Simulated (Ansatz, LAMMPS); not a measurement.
# Squeezing and shearing a frame of amorphous polyacrylonitrile (as short chains C14N4H18) from 540 K (108 atoms), part 2 of 4

Aim: relax a frame of amorphous polyacrylonitrile (as short chains C14N4H18) from 540 K (108 atoms), then change its volume and shape to read moduli from the stress.

Ansatz 0.2.0; Kohn-Sham DFT, PBE+D4, PAW (set soft_2), plane waves.

The cell: 42 C, 12 N and 54 H. The network of contacts between molecules at the start is that of the classical potential that made the cell. The Brillouin zone is sampled at Γ only.

So far. Step 2 (Single point at the start): The r.m.s. force at the start is 1.3 eV/Å.

## (3) Cell and atoms relaxed

Cell and atoms are freed together, to release stress as well as forces.

The input, input.yaml:

```yaml
crystal:
  lattice:
    - [10.87734, 0.0, 0.0]
    - [0.0, 10.87734, 0.0]
    - [0.0, 0.0, 10.87734]
  atoms:
    [... the 108 atom lines of step 2 ...]
kpoints:
  mp_grid: { grid: [1, 1, 1] }
hamiltonian:
  xc: pbe
  dispersion: d4
scf:
  occupations: { method: fixed }
output:
  forces: true
relax:
  f_tol: 0.05
  max_steps: 150
  cell: {}
```

Launch:

```bash
ansatz run input.yaml --threads 4 --pin off --max-ram 8192MiB --backend cpu --events-out ev --progress --plain --runs-dir out
```

Numbers of over 12 decimals in the logs are rounded to 6 here.

The log of the run:

```text
[...]
Crystal: 108 atoms, lattice volume = 1286.969 Å³
Basis set: ecut = 420 eV, 25269 PW (Γ), exchange–correlation on 150×150×150 points (8 copies of the dense FFT grid, shifted against one another)
Bands: 249, of which v1, the nominal top of the filled ones, is band 141 counted from 1 (140 counted from 0)
Symmetry: 1 space group operations
[...]
k-points: 1
[...]
SCF iter   1: F=—  HF=-16003.717746 eV  |F-HF|=—  |Δ(HF+E_count)|=         —  Δρ=4.38e-3  dr2=3.71e-1  ethr=1.77e-3  ⟨swp⟩=5.0  Hψ=779  notcnv=0  defer=103
[...]
SCF iter  10: F=-16003.707059 eV  HF=-16003.707059 eV  |F-HF|=9.68e-9  |Δ(HF+E_count)|=   1.00e-7  Δρ=2.07e-6  dr2=6.55e-8  ethr=3.55e-11  ⟨swp⟩=4.0  Hψ=576  notcnv=0
SCF 1 converged in 10 iterations: F = -16003.707059 eV  dr2 = 6.55e-8
[...]
relax step   1: F+E_penalty+E_count = -16003.70705936 eV  Δ(F+E_penalty+E_count) = +0.000e0 eV  max|allowed force component| = 5.901e0 eV/Å  Δτ_max = 0.0000 Å  P = +2.501 GPa  Ω = 1286.969 Å³  (10 SCF iters, dr2 threshold 1.00e-7 eV, accepted)
[... from here on, the SCF cycles and remarks between the steps are left out ...]
relax step   2: F+E_penalty+E_count = -16009.17531339 eV  Δ(F+E_penalty+E_count) = -5.468e0 eV  max|allowed force component| = 1.218e0 eV/Å  Δτ_max = 0.1937 Å  P = -0.139 GPa  Ω = 1293.874 Å³  energy of the carried Pulay correction = -1.481e-2 eV  (9 SCF iters, dr2 threshold 1.08e-5 eV, accepted)
relax step   3: F+E_penalty+E_count = -16010.17246349 eV  Δ(F+E_penalty+E_count) = -9.972e-1 eV  max|allowed force component| = 1.494e0 eV/Å  Δτ_max = 0.1940 Å  P = -0.643 GPa  Ω = 1282.318 Å³  energy of the carried Pulay correction = +1.002e-2 eV  (8 SCF iters, dr2 threshold 1.08e-5 eV, accepted)
relax step   4: F+E_penalty+E_count = -16010.64197483 eV  Δ(F+E_penalty+E_count) = -4.695e-1 eV  max|allowed force component| = 1.029e0 eV/Å  Δτ_max = 0.1904 Å  P = -0.384 GPa  Ω = 1243.347 Å³  energy of the carried Pulay correction = +9.544e-2 eV  (8 SCF iters, dr2 threshold 1.08e-5 eV, accepted)
relax step   5: F+E_penalty+E_count = -16010.92471769 eV  Δ(F+E_penalty+E_count) = -2.827e-1 eV  max|allowed force component| = 6.341e-1 eV/Å  Δτ_max = 0.1929 Å  P = -0.244 GPa  Ω = 1222.482 Å³  energy of the carried Pulay correction = +1.423e-1 eV  (8 SCF iters, dr2 threshold 1.08e-5 eV, accepted)
relax step   6: F+E_penalty+E_count = -16011.09798092 eV  Δ(F+E_penalty+E_count) = -1.733e-1 eV  max|allowed force component| = 4.585e-1 eV/Å  Δτ_max = 0.1950 Å  P = -0.264 GPa  Ω = 1210.259 Å³  energy of the carried Pulay correction = +1.701e-1 eV  (8 SCF iters, dr2 threshold 1.08e-5 eV, accepted)
relax step   7: F+E_penalty+E_count = -16011.18605750 eV  Δ(F+E_penalty+E_count) = -8.808e-2 eV  max|allowed force component| = 2.600e-1 eV/Å  Δτ_max = 0.1950 Å  P = -0.100 GPa  Ω = 1210.512 Å³  energy of the carried Pulay correction = +1.695e-1 eV  (8 SCF iters, dr2 threshold 1.08e-5 eV, accepted)
relax step   8: F+E_penalty+E_count = -16011.20995583 eV  Δ(F+E_penalty+E_count) = -2.390e-2 eV  max|allowed force component| = 1.357e0 eV/Å  Δτ_max = 0.1952 Å  P = -0.463 GPa  Ω = 1206.036 Å³  energy of the carried Pulay correction = +1.797e-1 eV  (8 SCF iters, dr2 threshold 4.23e-6 eV, accepted)
relax step   9: F+E_penalty+E_count = -16011.21609182 eV  Δ(F+E_penalty+E_count) = -6.136e-3 eV  max|allowed force component| = 1.274e0 eV/Å  Δτ_max = 0.1134 Å  P = +0.330 GPa  Ω = 1211.254 Å³  energy of the carried Pulay correction = +1.678e-1 eV  (8 SCF iters, dr2 threshold 1.08e-5 eV, accepted)
relax step  10: F+E_penalty+E_count = -16011.27001469 eV  Δ(F+E_penalty+E_count) = -5.392e-2 eV  max|allowed force component| = 5.082e-1 eV/Å  Δτ_max = 0.0935 Å  P = +0.061 GPa  Ω = 1205.023 Å³  energy of the carried Pulay correction = +1.821e-1 eV  (8 SCF iters, dr2 threshold 1.08e-5 eV, accepted)
relax step  11: F+E_penalty+E_count = -16011.28939494 eV  Δ(F+E_penalty+E_count) = -1.938e-2 eV  max|allowed force component| = 2.401e-1 eV/Å  Δτ_max = 0.0964 Å  P = -0.130 GPa  Ω = 1203.600 Å³  energy of the carried Pulay correction = +1.853e-1 eV  (8 SCF iters, dr2 threshold 1.08e-5 eV, accepted)
relax step  12: F+E_penalty+E_count = -16011.30384882 eV  Δ(F+E_penalty+E_count) = -1.445e-2 eV  max|allowed force component| = 3.627e-1 eV/Å  Δτ_max = 0.1091 Å  P = -0.161 GPa  Ω = 1203.034 Å³  energy of the carried Pulay correction = +1.866e-1 eV  (8 SCF iters, dr2 threshold 3.60e-6 eV, accepted)
relax step  13: F+E_penalty+E_count = -16011.32417221 eV  Δ(F+E_penalty+E_count) = -2.032e-2 eV  max|allowed force component| = 3.712e-1 eV/Å  Δτ_max = 0.1944 Å  P = -0.155 GPa  Ω = 1199.928 Å³  energy of the carried Pulay correction = +1.938e-1 eV  (8 SCF iters, dr2 threshold 8.22e-6 eV, accepted)
relax step  14: F+E_penalty+E_count = -16011.33861174 eV  Δ(F+E_penalty+E_count) = -1.444e-2 eV  max|allowed force component| = 2.344e-1 eV/Å  Δτ_max = 0.0500 Å  P = +0.066 GPa  Ω = 1198.471 Å³  energy of the carried Pulay correction = +1.971e-1 eV  (6 SCF iters, dr2 threshold 8.61e-6 eV, accepted)
[...]
relax step  34: F+E_penalty+E_count = -16011.38395244 eV  Δ(F+E_penalty+E_count) = -5.722e-4 eV  max|allowed force component| = 1.895e-2 eV/Å  Δτ_max = 0.0367 Å  P = -0.041 GPa  Ω = 1157.544 Å³  energy of the carried Pulay correction = +7.728e-2 eV  (12 SCF iters, accepted)
[...]
relax step  36: F+E_penalty+E_count = -16011.32474673 eV  Δ(F+E_penalty+E_count) = +6.147e-2 eV  max|allowed force component| = 3.292e-2 eV/Å  Δτ_max = 0.0000 Å  P = -0.074 GPa  Ω = 1157.017 Å³  stress off target by 1.40e-1 GPa  SCF on the basis re-selected at this cell (its energy is not comparable with the rows above)  (6 SCF iters)
relax step  37: F+E_penalty+E_count = -16011.37150393 eV  Δ(F+E_penalty+E_count) = -4.676e-2 eV  max|allowed force component| = 2.834e-1 eV/Å  Δτ_max = 0.1488 Å  P = -0.015 GPa  Ω = 1139.787 Å³  energy of the carried Pulay correction = +4.127e-2 eV  (11 SCF iters, dr2 threshold 4.92e-8 eV, accepted)
relax step  38: F+E_penalty+E_count = -16011.36813339 eV  Δ(F+E_penalty+E_count) = +3.371e-3 eV  max|allowed force component| = 1.098e-1 eV/Å  Δτ_max = 0.0351 Å  P = +0.047 GPa  Ω = 1142.815 Å³  energy of the carried Pulay correction = +3.414e-2 eV  (7 SCF iters, dr2 threshold 5.02e-6 eV, accepted)
relax step  39: F+E_penalty+E_count = -16011.36473520 eV  Δ(F+E_penalty+E_count) = +3.398e-3 eV  max|allowed force component| = 3.484e-2 eV/Å  Δτ_max = 0.0508 Å  P = -0.001 GPa  Ω = 1144.852 Å³  energy of the carried Pulay correction = +2.925e-2 eV  (8 SCF iters, dr2 threshold 7.54e-7 eV, accepted)
relax step  40: F+E_penalty+E_count = -16011.34109547 eV  Δ(F+E_penalty+E_count) = +2.364e-2 eV  max|allowed force component| = 3.484e-2 eV/Å  Δτ_max = 0.0000 Å  P = -0.012 GPa  Ω = 1144.852 Å³  stress off target by 7.64e-2 GPa  SCF on the basis re-selected at this cell (its energy is not comparable with the rows above)  (6 SCF iters)
relax step  41: F+E_penalty+E_count = -16011.35518213 eV  Δ(F+E_penalty+E_count) = -1.409e-2 eV  max|allowed force component| = 3.111e-1 eV/Å  Δτ_max = 0.1573 Å  P = -0.078 GPa  Ω = 1140.471 Å³  energy of the carried Pulay correction = +1.038e-2 eV  (11 SCF iters, dr2 threshold 1.46e-8 eV, accepted)
relax step  42: F+E_penalty+E_count = -16011.36035180 eV  Δ(F+E_penalty+E_count) = -5.170e-3 eV  max|allowed force component| = 9.485e-2 eV/Å  Δτ_max = 0.0295 Å  P = -0.012 GPa  Ω = 1139.227 Å³  energy of the carried Pulay correction = +1.335e-2 eV  (5 SCF iters, dr2 threshold 6.05e-6 eV, accepted)
relax step  43: F+E_penalty+E_count = -16011.36292662 eV  Δ(F+E_penalty+E_count) = -2.575e-3 eV  max|allowed force component| = 4.261e-2 eV/Å  Δτ_max = 0.0508 Å  P = -0.018 GPa  Ω = 1138.733 Å³  energy of the carried Pulay correction = +1.443e-2 eV  (8 SCF iters, dr2 threshold 5.62e-7 eV, accepted)
relax step  44: F+E_penalty+E_count = -16011.34923896 eV  Δ(F+E_penalty+E_count) = +1.369e-2 eV  max|allowed force component| = 4.217e-2 eV/Å  Δτ_max = 0.0000 Å  P = -0.019 GPa  Ω = 1138.733 Å³  stress off target by 5.51e-2 GPa  SCF on the basis re-selected at this cell (its energy is not comparable with the rows above)  (6 SCF iters)
relax step  45: F+E_penalty+E_count = -16011.36194668 eV  Δ(F+E_penalty+E_count) = -1.271e-2 eV  max|allowed force component| = 2.122e-1 eV/Å  Δτ_max = 0.1969 Å  P = -0.080 GPa  Ω = 1134.779 Å³  energy of the carried Pulay correction = +9.693e-3 eV  (12 SCF iters, dr2 threshold 7.60e-9 eV, accepted)
relax step  46: F+E_penalty+E_count = -16011.36144143 eV  Δ(F+E_penalty+E_count) = +5.052e-4 eV  max|allowed force component| = 1.716e-2 eV/Å  Δτ_max = 0.0447 Å  P = -0.001 GPa  Ω = 1135.610 Å³  energy of the carried Pulay correction = +7.639e-3 eV  (7 SCF iters, dr2 threshold 2.81e-6 eV, accepted)
relax step  47: F+E_penalty+E_count = -16011.35904225 eV  Δ(F+E_penalty+E_count) = +2.399e-3 eV  max|allowed force component| = 1.712e-2 eV/Å  Δτ_max = 0.0000 Å  P = -0.001 GPa  Ω = 1135.610 Å³  stress off target by 2.85e-2 GPa  SCF on the basis re-selected at this cell (its energy is not comparable with the rows above)  (7 SCF iters)
[...]
SCF converged after 7 iterations
Free energy (F): -16011.359042 eV
[...]
Internal energy: -16011.359042 eV  (E = F + TS)
E sigma→0 (E₀):  -16011.359042 eV
Fermi energy:    -2.018701 eV
[...]
--- Forces (eV/Å), atoms counted from 1 ---
  atom   1  C     -0.00042747     0.00204987     0.00153820
  atom   2  C      0.00088356    -0.00342034     0.00409063
  atom   3  C      0.00521096     0.00493515    -0.00625141
  atom   4  C     -0.00007606    -0.01322388     0.00867870
  atom   5  N     -0.00145111     0.00406660    -0.00640465
  atom   6  C     -0.00140701    -0.00152943     0.00382330
  atom   7  C      0.00435167    -0.00056259     0.00395665
  atom   8  C     -0.01140883     0.01065876    -0.01432337
  atom   9  N      0.00610062    -0.00870603     0.00647869
  atom  10  C     -0.00076326     0.00549092     0.00047596
  atom  11  C     -0.00343659     0.00229332     0.00339582
  atom  12  C      0.00734215    -0.00986263    -0.00219562
  atom  13  N     -0.00341335     0.00479418     0.00069947
  atom  14  C     -0.00050916     0.00266987     0.00126797
[...]
atom 107  H     -0.00325105     0.00119932    -0.00360873
  atom 108  H     -0.00151028     0.00173288    -0.00143542
  max |Σ_I F_I| component: 1.48e-5 eV/Å
--- Stress (GPa, compression-positive) ---
        0.004761       0.000738       0.022936
        0.000737      -0.006260      -0.015593
        0.022936      -0.015594      -0.000084
  P = ⅓ Tr σ = -0.0005 GPa (-0.005 kbar)
--- Relaxed structure (42 steps of the walk, 41 accepted, 5 SCFs on fresh bases) ---
  F+E_penalty+E_count = -16011.35904225 eV   max|allowed force component| = 1.712e-2 eV/Å   (the final SCF, on the basis selected at the relaxed cell)
  cell:  # Å, volume = 1135.6099 Å³
    - [10.412740, 0.107312, 0.424284]
    - [0.107312, 9.880146, -0.405061]
    - [0.424284, -0.405061, 11.073757]
  atoms:
    - { symbol: C, position: [0.634348, 0.750447, 0.247869] }
    - { symbol: C, position: [0.606022, 0.656628, 0.138469] }
    - { symbol: C, position: [0.633772, 0.505864, 0.158006] }
    - { symbol: C, position: [0.659820, 0.428968, 0.040916] }
[...]
- { symbol: H, position: [0.299036, 0.345657, 0.705828] }
```

It took 2.3 min on 4 threads of AMD EPYC 9R45, shared host; peak memory 1.2 GiB.

The relaxation converged after 42 steps, with a largest force component of 0.017 eV/Å.

## (4) Single point at the relaxed geometry

One more single point at the end of the walk gives the fuller output and checks the residual forces.

The input, input.yaml:

```yaml
crystal:
  lattice:
    - [10.41274, 0.10731, 0.42428]
    - [0.10731, 9.88015, -0.40506]
    - [0.42428, -0.40506, 11.07376]
  atoms:
    - { symbol: C, position: [0.63435, 0.75045, 0.24787] }
    - { symbol: C, position: [0.60602, 0.65663, 0.13847] }
    - { symbol: C, position: [0.63377, 0.50586, 0.15801] }
    - { symbol: C, position: [0.65982, 0.42897, 0.04092] }
    - { symbol: "N", position: [0.68062, 0.3705, 0.94621] }
    - { symbol: C, position: [0.52453, 0.44069, 0.23457] }
    [... 96 atom lines left out ...]
    - { symbol: H, position: [0.32224, 0.77264, 0.82102] }
    - { symbol: H, position: [0.173, 0.70864, 0.77984] }
    - { symbol: H, position: [0.43239, 0.55297, 0.73589] }
    - { symbol: H, position: [0.15534, 0.44709, 0.73168] }
    - { symbol: H, position: [0.26195, 0.46386, 0.60142] }
    - { symbol: H, position: [0.29904, 0.34566, 0.70583] }
kpoints:
  mp_grid: { grid: [1, 1, 1] }
hamiltonian:
  xc: pbe
  dispersion: d4
scf:
  occupations: { method: fixed }
output:
  forces: true
  stress: true
  populations: intrinsic
  dos:
    method: { smearing: { sigma: 0.1 } }
    de: 0.1
    projected: { site_lists: { C: [C], H: [H], "N": ["N"] } }
  eigenvalues: true
  write_density: true
  write_potential: true
  volumetric_format: npy
  elf: true
```

The log of the run:

```text
[...]
Crystal: 108 atoms, lattice volume = 1135.611 Å³
Basis set: ecut = 420 eV, 22223 PW (Γ), exchange–correlation on 144×144×150 points (8 copies of the dense FFT grid, shifted against one another)
Bands: 249, of which v1, the nominal top of the filled ones, is band 141 counted from 1 (140 counted from 0)
Symmetry: 1 space group operations
[...]
k-points: 1
[...]
SCF iter   1: F=—  HF=-16011.400858 eV  |F-HF|=—  |Δ(HF+E_count)|=         —  Δρ=4.40e-3  dr2=4.00e-1  ethr=1.77e-3  ⟨swp⟩=5.0  Hψ=871  notcnv=0  defer=104
[...]
SCF iter  10: F=-16011.359039 eV  HF=-16011.359039 eV  |F-HF|=4.57e-8  |Δ(HF+E_count)|=   6.78e-8  Δρ=2.12e-6  dr2=6.34e-8  ethr=3.55e-11  ⟨swp⟩=19.0  Hψ=2400  notcnv=0
SCF 1 converged in 10 iterations: F = -16011.359039 eV  dr2 = 6.34e-8
[...]
WARN: The input density's exchange-correlation potential varies sharply where the density is thin. Do not read a vacuum level from v_tot or v_xc, or from such a field of the output density. On a cell that repeats whose density bears no net charge and no dipole along the vacuum's axis use v_es (v_loc + v_h of the components); [...]
SCF converged after 10 iterations
Free energy (F): -16011.359039 eV
[...]
Internal energy: -16011.359039 eV  (E = F + TS)
E sigma→0 (E₀):  -16011.359039 eV
Fermi energy:    -2.018911 eV
[...]
--- Forces (eV/Å), atoms counted from 1 ---
  atom   1  C     -0.00029451     0.00026813     0.00057334
  atom   2  C      0.00097689    -0.00406352     0.00421869
  atom   3  C      0.00438899     0.00701420    -0.00770217
  atom   4  C     -0.00025397    -0.01363537     0.00836964
  atom   5  N     -0.00132190     0.00395593    -0.00679646
  atom   6  C     -0.00258905    -0.00155272     0.00211342
  atom   7  C      0.00674774    -0.00049619     0.00475101
  atom   8  C     -0.01386424     0.01317369    -0.01229557
  atom   9  N      0.00781102    -0.01051411     0.00514544
  atom  10  C      0.00028079     0.00304036    -0.00190227
  atom  11  C     -0.00251037     0.00176263     0.00493327
  atom  12  C      0.00522908    -0.01120093    -0.00186866
  atom  13  N     -0.00185243     0.00584977     0.00031141
  atom  14  C     -0.00084500     0.00303536    -0.00035181
[...]
atom 107  H     -0.00297560     0.00127259    -0.00424487
  atom 108  H     -0.00132658     0.00101658    -0.00152605
  max |Σ_I F_I| component: 2.61e-4 eV/Å
--- Stress (GPa, compression-positive) ---
        0.006317       0.000327       0.022953
        0.000326      -0.004246      -0.014993
        0.022952      -0.014994       0.002360
  P = ⅓ Tr σ = 0.0015 GPa (0.015 kbar)
--- Band table (eV) ---
[...]
--- intrinsic populations: 108 sites ---
  site symbol       q [e]
     0      C      4.5122
     1      C      4.3042
     2      C      4.1712
[...]
107      H      0.8062
  spilling = -0.000000 (of n_electrons = 282.000000)
```

It took 4.5 s on 4 threads; peak memory 1.2 GiB.

The program notes that the exchange-correlation potential is rough where the density is thin.

The run gave:

```yaml
free_energy: -16011.3590 eV
free_energy_per_atom: -148.2533 eV/atom
scf_cycles: 10
pressure: 0.001477 GPa
r_m_s_force_component: 0.00388 eV/Å
longest_force: 0.02274 eV/Å
fermi_energy: -2.019 eV
spacing_of_highest_filled_and_lowest_empty_level: 6.131 eV
```

## (5) Volume -3 %

The relaxed cell is scaled evenly and the atoms are relaxed again; the stress at the end gives one point of P(V).

input.yaml, the sections that differ from step 4:

```yaml
crystal:
  lattice:
    - [10.30755, 0.10623, 0.41999]
    - [0.10623, 9.78034, -0.40097]
    - [0.41999, -0.40097, 10.9619]
  atoms:
    [... the 108 atom lines of step 4 ...]
output:
  forces: true
  eigenvalues: true
  stress: true
relax:
  f_tol: 0.05
  max_steps: 70
# kpoints, hamiltonian, scf: as in step 4
```

The log of the run:

```text
Warning: output.stress: scf.convergence.dr2_threshold = 1e-7 eV (the SCF's general default) is looser than the 1.08e-8 eV advised for a printed stress (1e-10 eV for each atom of the cell: 108). What an SCF threshold leaves in a stress goes as its square root, and in the free energy as the threshold itself, and one threshold admits the most on a small cell: [...]
[...]
Crystal: 108 atoms, lattice volume = 1101.542 Å³
Basis set: ecut = 420 eV, 21551 PW (Γ), exchange–correlation on 144×144×150 points (8 copies of the dense FFT grid, shifted against one another)
Bands: 249, of which v1, the nominal top of the filled ones, is band 141 counted from 1 (140 counted from 0)
Symmetry: 1 space group operations
[...]
k-points: 1
[...]
SCF iter   1: F=—  HF=-16011.042003 eV  |F-HF|=—  |Δ(HF+E_count)|=         —  Δρ=4.60e-3  dr2=4.07e-1  ethr=1.77e-3  ⟨swp⟩=5.0  Hψ=871  notcnv=0  defer=104
[...]
SCF iter   6: F=—  HF=-16010.998879 eV  |F-HF|=—  |Δ(HF+E_count)|=   8.51e-5  Δρ=1.22e-4  dr2=1.98e-4  ethr=1.15e-7  ⟨swp⟩=2.0  Hψ=290  notcnv=0  defer=106
SCF iter   7: F=-16010.998847 eV  HF=-16010.998850 eV  |F-HF|=2.80e-6  |Δ(HF+E_count)|=   2.97e-5  Δρ=3.25e-5  dr2=1.20e-5  ethr=2.22e-8  ⟨swp⟩=15.0  Hψ=1915  notcnv=0
SCF 1 converged in 7 iterations: F = -16010.998847 eV  dr2 = 1.20e-5
[...]
relax step   1: F+E_penalty+E_count = -16010.99884693 eV  Δ(F+E_penalty+E_count) = +0.000e0 eV  max|allowed force component| = 1.350e0 eV/Å  Δτ_max = 0.0000 Å  (7 SCF iters, dr2 threshold 6.25e-5 eV, accepted)
[...]
relax step   2: F+E_penalty+E_count = -16011.30659126 eV  Δ(F+E_penalty+E_count) = -3.077e-1 eV  max|allowed force component| = 1.706e-1 eV/Å  Δτ_max = 0.0523 Å  (5 SCF iters, dr2 threshold 1.00e-4 eV, accepted)
[...]
relax step   3: F+E_penalty+E_count = -16011.33167564 eV  Δ(F+E_penalty+E_count) = -2.508e-2 eV  max|allowed force component| = 5.808e-2 eV/Å  Δτ_max = 0.0471 Å  (9 SCF iters, accepted)
relax step   4: F+E_penalty+E_count = -16011.32868643 eV  Δ(F+E_penalty+E_count) = +2.989e-3 eV  max|allowed force component| = 6.001e-2 eV/Å  Δτ_max = 0.1103 Å  (9 SCF iters, rejected (line search))
[...]
relax step   5: F+E_penalty+E_count = -16011.33514953 eV  Δ(F+E_penalty+E_count) = -3.474e-3 eV  max|allowed force component| = 3.125e-2 eV/Å  Δτ_max = 0.0536 Å  (9 SCF iters, accepted)
SCF converged after 9 iterations
Free energy (F): -16011.335150 eV
[...]
Internal energy: -16011.335150 eV  (E = F + TS)
E sigma→0 (E₀):  -16011.335150 eV
Fermi energy:    -1.826640 eV
[...]
Σ components = -16011.335150   (vs F -16011.335150, Δ=0.00e0)
--- Forces (eV/Å), atoms counted from 1 ---
  atom   1  C      0.00054091     0.01066328     0.00550801
  atom   2  C     -0.00669571     0.00214395    -0.00658944
  atom   3  C      0.00442380    -0.00443712     0.00140179
  atom   4  C     -0.00204366    -0.00573480    -0.00878494
[...]
atom 108  H     -0.00220537     0.00776651     0.00034657
  max |Σ_I F_I| component: 5.70e-5 eV/Å
--- Stress (GPa, compression-positive) ---
        0.197723       0.006328       0.044235
        0.006327       0.135055      -0.036162
        0.044235      -0.036163       0.191761
  P = ⅓ Tr σ = 0.1748 GPa (1.748 kbar)
--- Band table (eV) ---
[...]
--- Relaxed structure (5 steps of the walk, 4 accepted, 0 SCFs on fresh bases) ---
  F+E_penalty+E_count = -16011.33514953 eV   max|allowed force component| = 3.125e-2 eV/Å
  atoms:
    - { symbol: C, position: [0.636211, 0.752932, 0.247744] }
    - { symbol: C, position: [0.608054, 0.658267, 0.137152] }
    - { symbol: C, position: [0.634487, 0.505991, 0.157540] }
    - { symbol: C, position: [0.661601, 0.427683, 0.039803] }
[...]
- { symbol: H, position: [0.294490, 0.341953, 0.705603] }
```

It took 19 s on 4 threads; peak memory 1.2 GiB.

The program notes that the SCF threshold is loose for the stress.

The relaxation converged after 5 steps, 0.336 eV below its start, with a largest force component of 0.031 eV/Å.

Volume -3 %: the energy stands 0.0239 eV above that of the reference, at a pressure of 0.175 GPa.

## (6) Volume +3 %

The relaxed cell is scaled to another volume.

Input and log are left out; they have the form of those shown for this kind of step.

Run time: 18 s. Hardware: 4 threads of AMD EPYC 9R45, shared host; peak memory 1.3 GiB.

The relaxation converged after 5 steps, 0.307 eV below its start, with a largest force component of 0.036 eV/Å.

Volume +3 %: the energy stands 0.0223 eV above that of the reference, at a pressure of -0.123 GPa.

[end of part 2 of 4]

[Logs are printed without paths, hosts, clocks, repeated set-up lines and the standing remarks that a program may print on its own settings, such as how far it seeks lower states.]

[Hosts, paths, dates, database ids (printed as entryN), source tags and the programs' standing remarks are cut or masked in the printed files.]
